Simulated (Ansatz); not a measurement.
**Where Rb_Mg puts its levels in the gap of Rb2MgCl4 (I4/mmm)**

Aim: at which Fermi levels does Rb_Mg in Rb2MgCl4 (I4/mmm) change its charge? The model is a cell of 56 host atoms with 1 Mg taken out and 1 Rb put in.

Program: Ansatz 0.2.0. Level of theory: place-levels on PBEsol runs: charge-transition levels and formation energies with image-charge correction and potential alignment at the atomic sites. Results are calculated unless marked as measured.

## 1. The structure

The cell holds 56 atoms: 17 Rb, 7 Mg and 32 Cl. Its edges and angles: a = 9.932 Å, b = 9.932 Å, c = 16.039 Å, α = 90.0°, β = 90.0°, γ = 90.0°. It derives from Rb2MgCl4 (space group I4/mmm). Nearest the centre at fractional (0.250, 0.750, 0.500): Rb20 at 0.00 Å, Cl12 at 2.48 Å, Cl27 at 2.48 Å, Cl55 at 2.48 Å, Cl26 at 2.48 Å, Cl22 at 2.49 Å, Cl24 at 2.49 Å, Rb31 at 4.19 Å.

Screening for the image-charge correction: ε∞ = (2.67, 2.67, 2.63), ε0 = (8.83, 8.83, 5.58), from a response run on this crystal (DFPT, PBEsol) at that run's own cell.

The cell's shortest repeat is 9.9 Å.

## 2. What was run first

Levels follow from differences of total energies between charge states, each relaxed by itself.

Random displacements of about 0.05 Å break the site symmetry at the start, so that the relaxation can reach a distorted minimum if there is one. Forces are taken at one point at (¼, ¼, ¼). The cell holds 1 electron more than the neutral one, with a uniform background that keeps it neutral on the whole.

The sampling was tested on the host first: at the k-points planned (1x1x1 shifted 0.25 0.25 0.25) its energy lies 0.000 eV an atom from the dense-mesh value, under the bound of 0.02 eV set for this test; that bounds the host's error, not the defect's.

One state's input; the others differ in charge, spin, start and seed, and in occupations where the table says so.

Input file qm1.relax/input.yaml:

```yaml
crystal:
  lattice:
    - [9.93181927, 0.0, 0.0]
    - [0.0, 9.93181927, 0.0]
    - [0.0, 0.0, 16.0392122]
  atoms:
    - { symbol: Rb, position: [0.0, 0.0, 0.35751058] }
    - { symbol: Rb, position: [0.25, 0.25, 0.85751058] }
    - { symbol: Rb, position: [0.0, 0.0, 0.64248942] }
[... 2 atom lines left out ...]
    - { symbol: Mg, position: [0.25, 0.25, 0.5] }
[... 5 atom lines left out ...]
    - { symbol: Cl, position: [0.25, 0.0, 0.5] }
[... 2 atom lines left out ...]
    - { symbol: Rb, position: [0.0, 0.5, 0.35751058] }
[... 1 atom line left out ...]
    - { symbol: Rb, position: [0.0, 0.5, 0.64248942] }
[... 2 atom lines left out ...]
    - { symbol: Rb, position: [0.25, 0.75, 0.5] }
[... 1 atom line left out ...]
    - { symbol: Cl, position: [0.25, 0.75, 0.6553325] }
[... 1 atom line left out ...]
    - { symbol: Cl, position: [0.25, 0.75, 0.3446675] }
[... 1 atom line left out ...]
    - { symbol: Cl, position: [0.25, 0.5, 0.5] }
    - { symbol: Cl, position: [0.0, 0.75, 0.5] }
[... 1 atom line left out ...]
    - { symbol: Rb, position: [0.5, 0.0, 0.35751058] }
[... 1 atom line left out ...]
    - { symbol: Rb, position: [0.5, 0.0, 0.64248942] }
[... 8 atom lines left out ...]
    - { symbol: Cl, position: [0.75, 0.0, 0.5] }
    - { symbol: Cl, position: [0.5, 0.25, 0.5] }
[... 1 atom line left out ...]
    - { symbol: Rb, position: [0.5, 0.5, 0.35751058] }
[... 1 atom line left out ...]
    - { symbol: Rb, position: [0.5, 0.5, 0.64248942] }
[... 2 atom lines left out ...]
    - { symbol: Mg, position: [0.75, 0.75, 0.5] }
[... 5 atom lines left out ...]
    - { symbol: Cl, position: [0.75, 0.5, 0.5] }
    - { symbol: Cl, position: [0.5, 0.75, 0.5] }
    - { symbol: Cl, position: [0.75, 0.5, 0.0] }
  host:
    repeats: [2, 2, 1]
    atoms:
      - { symbol: Rb, position: [0.0, 0.0, 0.35751058] }
      - { symbol: Rb, position: [0.5, 0.5, 0.85751058] }
      # ... 12 more atoms of the perfect host
total_charge: -1
basis:
  ecutwfc: 420
  xc_grid: 2
hamiltonian:
  xc: pbesol
kpoints:
  mp_grid: { grid: [1, 1, 1], shift: [0.25, 0.25, 0.25] }
scf:
  occupations: { method: fixed }
  max_iter: 80
output:
  forces: true
  charged_corrections:
    epsilon: [2.67, 2.67, 2.63]
    static_epsilon: [8.83, 8.83, 5.58]
    defect_position: [0.25, 0.75, 0.5]
relax:
  f_tol: 0.02
  max_steps: 80
  random_displacement: { amplitude: 0.05, seed: 1342 }
checkpoint:
  write: "../qm1.relax.run"
  compress: false
  write_wavefunctions: true
  write_every: 100000
```

Started as:

```bash
$ ansatz run input.yaml --threads 4 --pin off --max-ram 7536MiB --backend cpu --events-out ev --progress --plain --runs-dir out
```

Defect states can disperse in a cell of this size, so the energy is taken again at a 2×2×2 shifted mesh, on the relaxed structure.

The run of this state that the levels use, under PBEsol:

Input file qm1.point/input.yaml:

```yaml
crystal:
  checkpoint: "../qm1.relax.run"
  host: checkpoint
total_charge: -1
basis:
  ecutwfc: 420
  xc_grid: 2
hamiltonian:
  xc: pbesol
kpoints:
  mp_grid: { grid: [2, 2, 2], shift: [0.5, 0.5, 0.5] }
scf:
  occupations: { method: fermi_dirac, width: 0.01 }
  max_iter: 80
output:
  forces: true
  eigenvalues: true
  charged_corrections:
    epsilon: [2.67, 2.67, 2.63]
    static_epsilon: [8.83, 8.83, 5.58]
    defect_position: [0.25, 0.75, 0.5]
  eigenstates: { localisation: true }
  populations: true
  band_densities: [{ bands: [v1, v1] }, { bands: [c1, c1] }]
  write_density: true
  write_potential: true
  volumetric_format: npy
  elf: true
checkpoint:
  read: "../qm1.relax.run"
  write: "../qm1.point.run"
  compress: false
  write_wavefunctions: false
  write_every: 100000
```

Relaxations under PBEsol at one point at (¼, ¼, ¼); times on 4 threads of AMD EPYC 7R32 (Zen 2), shared host:

| charge | moment (μB) | occupations | outcome | steps | largest displacement against the far atoms (Å) | time |
| --- | --- | --- | --- | --- | --- | --- |
| −1 | 0 | fixed | converged | 28 | 2.26 | 6.6 min |
| 0 | 1 | fixed | converged | 21 | 2.59 | 31 min |

Single points under PBEsol at a 2×2×2 shifted mesh; times on 4 threads of AMD EPYC 7R32 (Zen 2), shared host:

| charge | moment (μB) | occupations | outcome | time |
| --- | --- | --- | --- | --- |
| −1 | 0 | fermi-dirac | converged | 2.2 min |
| 0 | 1 | fermi-dirac | converged | 4.4 min |

Distances (Å) from Rb20 to the nearest atoms after relaxation with PBEsol:

| charge | moment (μB) | 1. | 2. | 3. | 4. | 5. | 6. |
| --- | --- | --- | --- | --- | --- | --- | --- |
| −1 | 0 | Cl 2.94 | Cl 2.94 | Cl 2.96 | Cl 2.96 | Cl 3.00 | Rb 3.81 |
| 0 | 1 | Cl 2.98 | Cl 2.98 | Cl 3.02 | Cl 3.02 | Cl 3.12 | Rb 3.81 |

## 3. Placing the levels, PBEsol

A charged cell interacts with its images and the background, and its potential has another zero than the host's. place-levels removes the first by a point-charge model, screened by the static dielectric constant since the ions have relaxed around the charge, and the second by comparing potentials at atoms far from the defect.

The host is a run of the defect-free crystal in the same cutoffs, grids and k-points, so that basis and sampling errors cancel in part in the differences. Its band edges come from a run of the primitive cell that searches the zone for them. The host is run in a cell of 14 atoms on a matching mesh. Chemical potentials are energies per atom of Mg (hcp) and Rb (bcc), run with the same functional and cutoff.

Input file levels.point.yaml:

```yaml
host:
  run: host.point.run
  levels_from: { run: edges.point.run }
states: [qm1.point.run, q0_M1.point.run]
geometry_from:
  qm1.point.run: qm1.relax.run
  q0_M1.point.run: q0_M1.relax.run
  host.point.run: host.relax.run
chemical_potentials:
  Mg:
    energy: -1912.053531
    dataset: "<sha256 of the dataset>"
  Rb:
    energy: -3216.989095
    dataset: "<sha256 of the dataset>"
epsilon: [2.67, 2.67, 2.63]
static_epsilon: [8.83, 8.83, 5.58]
vertical:
  - { from: qm1.point.run, to: qm1.point_neutral.run }
```

Started as:

```bash
$ ansatz place-levels levels.point.yaml -- --threads 4 --pin off --max-ram 7536MiB
```

Numbers of over 12 decimals in the logs are rounded to 6 here.

What it wrote:

```text
[... repeated set-up lines and file paths are left out, and long positions are rounded to six places ...]
(0/-1) 0.401 eV above the valence edge, 4.446 eV under the conduction edge
formation energy of charge 0: +4.016 eV with the Fermi level at the valence edge
formation energy of charge -1: +4.417 eV with the Fermi level at the valence edge
vertical -1 to 0: no energy, since no alignment is typed
  the change from vertical[0].from (qm1.point.run) to vertical[0].to (qm1.point_neutral.run): by its potential at epsilon [2.67, 2.67, 2.63] it stands at 0.412 0.749 0.462, with an rms radius of about 5.8 Å (2.1 2.1 5.0 Å across the planes of the cell's [...]
  edges by pbesol of host.levels_from (edges.point.run), its mesh sampled to repeats of 39.73 Å (the valence edge +0.055 eV and the conduction edge -0.519 eV from those of the host's own run), gap 4.848 eV; the host is sampled to repeats of 28.09 Å
  the defect's cells are sampled to repeats of 28.09 Å, like sampling
  charge 0: +0.000 eV for its dipole among its images, -0.000 omitted
  states[1] (q0_M1.point.run): levels filled in part (TS 0.007 eV): its energy is of no whole electron's
  charge -1: -102121.7951 eV with its correction of +0.030 eV, at epsilon [8.83, 8.83, 5.58], aligned at sites: +0.1526 eV, mean over 41 atomic sites at or beyond 4.97 Å from the defect at [0.2500, 0.7500, 0.5000], with +0.000000 for the charge's moments and [...]
  of states[1] (q0_M1.point.run): its alignment with the host at atomic sites is doubtful: the mean over the far sites moves by +0.1211 eV from their farther parts to their nearer, more than 0.05 eV. [...]
  of states[0] (qm1.point.run): it parts from the run at its places by a charge that spreads by about 5 Å along one vector (2.8 Å or more is wide), by its potential at epsilon [2.67, 2.67, 2.63], taken for that of held ions (one typed too small widens it), [...]
  of vertical[0].from (qm1.point.run): it parts from the run at its places by a charge that spreads by about 5 Å along one vector (2.8 Å or more is wide), by its potential at epsilon [2.67, 2.67, 2.63], taken for that of held ions (one typed too small widens [...]
  vertical[0].to (qm1.point_neutral.run): levels filled in part (TS 0.012 eV): its energy is of no whole electron's
```

Run time: 0.27 s. Hardware: 4 threads of AMD EPYC 7R32 (Zen 2), shared host.

Levels between the charges placed, in eV above the valence top:

|  | gap (eV) | (0/−1) |
| --- | --- | --- |
| PBEsol | 4.85 | 0.40 |

Corrections by state:

| charge | moment (μB) | image terms and alignment (eV) | band filling (eV) | ε used | over the lowest of its charge, as the program ranks them, band filling apart (eV) |
| --- | --- | --- | --- | --- | --- |
| 0 | 1.0 | 0.000 | - | - | 0.000 |
| −1 | 0.0 | 0.030 | - | principal values (5.58, 8.83, 8.83) | 0.000 |

The charged structures listed were also run neutral, and place-levels reads from each pair, by the potential or the spins, how wide the charge is by which they differ; that can be the carrier of either run.

| charge | rms radius (Å) | spread where it is widest against the cell (Å) | wide from (Å) | reading |
| --- | --- | --- | --- | --- |
| −1 | 5.8 | 5.03 | 2.78 | wide |

The neutral runs of these pairs need not share the spin of the lowest neutral state, and very wide values only mean spread over the cell.

From the program's caveats on the states, each cut to its opening words:

- charge 0 (1 μB): its alignment with the host at atomic sites is doubtful: the mean over the far sites moves by +0.1211 eV from their farther parts to their nearer, more than [...]
- charge −1: it parts from the run at its places by a charge that spreads by about 5 Å along one vector (2.8 Å or more is wide), by its potential at epsilon [2.67, 2.67, [...]

Chemical potentials of the elements' reference phases, run alike. Formation energy by charge state (elemental references; gap 4.85 eV):

| charge | at valence top (eV) | at conduction bottom (eV) | correction included (eV) |
| --- | --- | --- | --- |
| 0 | 4.02 | 4.02 | 0.00 |
| −1 | 4.42 | -0.43 | 0.03 |

```
Fermi level (eV)  lowest formation energy (eV)
            0.00                          4.02
            0.44                          3.98
            0.88                          3.54
            1.32                          3.10
            1.76                          2.66
            2.20                          2.22
            2.65                          1.77
            3.09                          1.33
            3.53                          0.89
            3.97                          0.45
            4.41                          0.01
            4.85                         -0.43
```

## 4. Effect of the sampling

The relaxations' own energies give the levels at their sampling, for comparison.

Input file levels.relax_mesh.yaml:

```yaml
host:
  run: host.relax.run
  levels_from: { run: edges.relax.run }
states: [qm1.relax.run, q0_M1.relax.run]
chemical_potentials:
  Mg:
    energy: -1912.053531
    dataset: "<sha256 of the dataset>"
  Rb:
    energy: -3216.989095
    dataset: "<sha256 of the dataset>"
```

Started as:

```bash
$ ansatz place-levels levels.relax_mesh.yaml -- --threads 4 --pin off --max-ram 7536MiB
```

What it wrote:

```text
(0/-1) 0.402 eV above the valence edge, 4.446 eV under the conduction edge
formation energy of charge 0: +4.015 eV with the Fermi level at the valence edge
formation energy of charge -1: +4.417 eV with the Fermi level at the valence edge
  edges by pbesol of host.levels_from (edges.relax.run), its mesh sampled to repeats of 39.73 Å (the valence edge +0.055 eV and the conduction edge -0.518 eV from those of the host's own run), gap 4.848 eV; the host is sampled to repeats of 14.05 Å
[... the lines on each state left out ...]
```

Elapsed: 0.12 s, on 4 threads.

Levels between neighbouring charges, in eV above the valence top:

|  | gap (eV) | (0/−1) |
| --- | --- | --- |
| one point at (¼, ¼, ¼) | 4.85 | 0.40 |
| a 2×2×2 shifted mesh | 4.85 | 0.40 |

Going from one point at (¼, ¼, ¼) to a 2×2×2 shifted mesh moves the levels that carry no band-filling term by up to 0.00 eV and formation energies against the elements by up to 0.00 eV.

## 5. Results

| Quantity | Value |
| --- | --- |
| gap of the host | 4.85 eV (PBEsol) |
| level (0/minus 1) | 0.40 eV above the valence top |
| lowest of the charges placed, just above the valence top (0.02 eV) | 0 |
| lowest of the charges placed, just below the conduction bottom (0.02 eV) | −1 |
| lowest formation energy at mid-gap of the charges run, elemental references | 1.99 eV |

**Reading.** Of the charges placed (−1 and 0), the lowest changes at 0.40 eV (0/−1) above the valence top, in a gap of 4.85 eV. Charges above 0 and below −1 were not placed, so these runs say nothing of levels that involve them. States placed: 0 at 1 μB; −1 at 0 μB. Other spin states or structures, where not listed, weren't placed. At charge −1 and 0 the atom put in ends up to 1.6 Å from its starting place, so the name tells the start alone and the levels can join different sites. Going from one point at (¼, ¼, ¼) to a 2×2×2 shifted mesh moves the levels that carry no band-filling term by up to 0.00 eV and formation energies against the elements by up to 0.00 eV. The program doubts the alignment of potentials for at least one state, a sign that the cell is small. Limits: PBEsol makes the gap too small and tends to spread out bound carriers; where a gas molecule sets a chemical potential or the host's formation energy, its binding is uncorrected.

[Logs are printed without paths, hosts, clocks, repeated set-up lines and the standing remarks that a program may print on its own settings, such as how far it seeks lower states.]

[Hosts, paths, dates, database ids (printed as entryN), source tags and the programs' standing remarks are cut or masked in the printed files.]

[Where a table of states has a column of steps, it counts the stored structures, which are thinned; the runs took as many ionic steps or more.]

[A defect's name tells the site on which it was built; relaxed atoms can leave that site.]

[For some hosts the program warned that the k-mesh of the response run may be too coarse for force constants and the static dielectric constant; such warnings are not shown here.]
